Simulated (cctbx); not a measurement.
# PrSn12Pt4: solution and refinement

Cell a = 9.6590 Å, b = 9.6590 Å, c = 9.6590 Å, α = 90.00°, β = 90.00°, γ = 90.00°; space group Im-3 (no. 204); content Pt8 Pr2 Sn24.

Simulated single-crystal data (cctbx): Ag Kα, λ = 0.56087 Å, to d = 0.75 Å, 95 % of the full sphere, strongest reflection 20000 counts, noise from counting, a 2 % proportional error and a noise floor of 4 counts (s.d.); no absorption.

Charge flipping in P1 on normalised amplitudes to 0.8 Å, δ = 1 σ, 30 % of the reflections treated as weak, 100 cycles:

```text
cycle      R  skewness
    0  0.654     0.42
    8  0.482     2.08
   16  0.436     3.04
   24  0.451     3.45
   32  0.436     3.56
   40  0.437     3.93
   48  0.413     4.19
   56  0.409     4.34
   64  0.417     4.34
   72  0.419     4.29
   80  0.415     4.35
   88  0.412     4.34
   96  0.414     4.15
origin shift          correlation  skewness
 0.175  0.572  0.575      0.843      4.24
 0.184  0.078  0.899      0.817      0.49
 0.525 -0.588  0.979      0.798      0.25
 0.211  0.229  0.594      0.817      1.04
taken: symmetry correlation 0.843, skewness 4.24
peak      x       y       z  mult  height/sigma
Q1    0.2500  0.2500  0.2500    8     15.6
Q2    0.0000  0.3561  0.1495   24      9.8
Q3    0.0000  0.0000  0.0000    2      8.2
Q4    0.0000  0.0763  0.2419   24      2.8
Q5    0.0000  0.3534  0.3540   24      2.5
Q6    0.0000  0.2399  0.1774   24      2.3
Q7    0.1171  0.1171  0.1171   16      2.3
Q8    0.0000  0.1460  0.1592   24      2.1
```

The origin is taken among those within 0.04 of the best correlation, by the skewness of the map.

Run time: 0.99 s on 1 thread of Arm Neoverse N1, with other jobs on the host, peak memory 0.08 GiB.

Q: Assign the peaks.

Heights follow Z only loosely here, so the multiplicities, which must add up to the content, decide. First model: Q1 = Pt1 (8 in the cell, height 15.6), Q2 = Sn1 (24 in the cell, height 9.8) and Q3 = Pr1 (2 in the cell, height 8.2). Against the true structure, Q1 is Pt, Q2 is Sn and Q3 is Pr; the other peaks are not atoms.

Least squares on F², isotropic:

```text
Rint 0.023, 220 unique reflections to 0.75 A
cycle     R1     wR2    GooF  max shift (A)
   1  0.1529  0.3206  31.649   0.03422
   2  0.0048  0.0100   0.985   0.00000
final R1 0.0048 wR2 0.0100 GooF 0.985  parameters 5  data/parameter 44.0
atom        x        y        z      Ueq    occ   su(xyz)  su(Uiso or U11)
Pt1    0.25000  0.25000  0.25000   0.0040  1.000  0.00000  0.0000
Sn1    0.00000  0.35349  0.15189   0.0062  1.000  0.00001  0.0000
Pr1    0.00000  0.00000  0.00000   0.0056  1.000  0.00000  0.0001
difference map: max 0.36 min -0.34 rms 0.10
Q1    0.0000  0.1791  0.5000   12    0.37  2.16 A from Sn1
Q2    0.0000  0.0000  0.0000    2    0.32  0.00 A from Pr1
Q3    0.0000  0.4645  0.0558   24    0.32  1.42 A from Sn1
Q4    0.0532  0.2211  0.3814   48    0.30  1.91 A from Sn1
Q5    0.0000  0.2583  0.1247   24    0.29  0.96 A from Sn1
```

Anisotropic refinement:

```text
Rint 0.023, 220 unique reflections to 0.75 A
cycle     R1     wR2    GooF  max shift (A)
   1  0.0048  0.0100   0.998   0.00004
   2  0.0048  0.0099   0.991   0.00000
final R1 0.0048 wR2 0.0099 GooF 0.991  parameters 9  data/parameter 24.4
atom        x        y        z      Ueq    occ   su(xyz)  su(Uiso or U11)
Pt1    0.25000  0.25000  0.25000   0.0040  1.000  0.00000  0.0000
Sn1    0.00000  0.35349  0.15189   0.0062  1.000  0.00001  0.0001
Pr1    0.00000  0.00000  0.00000   0.0056  1.000  0.00000  0.0001
difference map: max 0.36 min -0.35 rms 0.10
Q1    0.0000  0.1792  0.5000   12    0.37  2.16 A from Sn1
Q2    0.0000  0.0000  0.0000    2    0.33  0.00 A from Pr1
Q3    0.0000  0.4646  0.0562   24    0.31  1.42 A from Sn1
Q4    0.0532  0.2209  0.3811   48    0.30  1.91 A from Sn1
Q5    0.0000  0.2588  0.1245   24    0.28  0.95 A from Sn1
Q6    0.0598  0.3599  0.2123   48    0.28  0.82 A from Sn1
```

**Reading.** The refinement ends at R1 = 0.0048, wR2 = 0.0099, GooF = 0.99, with difference density between -0.35 and 0.36 e/Å³. Every site matches the true model in element, within 0.001 Å r.m.s., up to an allowed shift of origin.

True model:

```
atom  mult.       x       y    z  Ueq (Å²)
 Pt1      8     1/4     1/4  1/4    0.0040
 Pr1      2       0       0    0    0.0056
 Sn1     24  0.3535  0.1519    0    0.0062
```

The model was made for the exercise: a known structure type with other elements put in, its volume estimated, not relaxed; displacement parameters are assumed.

[Middle refinement cycles are left out of these outputs.]

[Logs are printed without paths, hosts, clocks, repeated set-up lines and the standing remarks that a program may print on its own settings, such as how far it seeks lower states.]
